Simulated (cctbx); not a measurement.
# Lattice, Laue class and space group of a new crystal

Cell: a = 4.5880 Å, b = 4.5880 Å, c = 15.0060 Å, α = 90.00°, β = 90.00°, γ = 90.00°. Expected content of the cell: Ir2 Sr4 S8.

Simulated single-crystal data (cctbx): Mo Kα, λ = 0.71073 Å, to d = 0.6 Å, 95 % of the full sphere, strongest reflection 5000 counts, noise from counting, a 3 % proportional error and a noise floor of 2 counts (s.d.); no absorption, some extinction.

A first pass over the reflections prints:

```text
5849 reflections to d = 0.600 A
centring   violations  <I/sigma> of those
    A       1283 of  2934      5.5
    B       1269 of  2924      5.5
    C       1426 of  2912      6.2
    I          0 of  2895     -0.0
    R       1813 of  3906      6.1
    F       1989 of  4385      5.7
Laue class    unique    Rint  (classes that these axes allow; Friedel mates merged)
I 1 2/m 1         854   0.039
I 1 1 2/m         808   0.040
I 2/m 1 1         854   0.039
I m m m           480   0.042
I 4/m             410   0.043
I 4/m m m         271   0.044
space group    extra absences  I>4sigma  <I/sigma>
I 4 2 2                 0          0         -  acentric
I 4 m m                 0          0         -  acentric
I -4 m 2                0          0         -  acentric
I -4 2 m                0          0         -  acentric
I 4/m m m               0          0         -  centric
Wilson B = 0.82 A^2   <|E^2-1|> = 0.600 (0.968 centric, 0.736 acentric)   E^2>4: 0.0 %
shell (A)         n   <I/sigma>
 7.50 - 1.20     44     47.8
 1.20 - 0.95     34     45.8
 0.95 - 0.83     36     39.9
 0.83 - 0.76     31     35.4
 0.76 - 0.70     32     36.4
 0.70 - 0.66     26     33.5
 0.66 - 0.63     37     30.2
 0.63 - 0.60     31     27.2
```

**Question.** What are the lattice type, the Laue class and the likely space group?

The reflections that I centring forbids are absent (⟨I/σ⟩ near 0), so the lattice is I.

Rint stays low (0.039 to 0.044) up to I 4/m m m, the highest class in these axes.

5 settings pass the absence test. No glide or screw absences show, which leaves I 4 2 2, I 4 m m, I -4 m 2, I -4 2 m and I 4/m m m.

⟨|E²−1|⟩ = 0.600 leans to a non-centrosymmetric structure, or to twinning, which lowers it. Here that hint misleads: the statistic assumes many like atoms on general positions, and few, heavy or special-position atoms break it. The Wilson B of 0.82 Å² means U ≈ 0.0104 Å².

The true group is I4/mmm (no. 139), Laue class 4/mmm, centrosymmetric. The tables only narrow the choice to the tied entries; cell content, site symmetry and trial solutions must settle it.

The model was made for the exercise: a known structure type with other elements put in, its volume estimated, not relaxed; displacement parameters are assumed.

[Logs are printed without paths, hosts, clocks, repeated set-up lines and the standing remarks that a program may print on its own settings, such as how far it seeks lower states.]
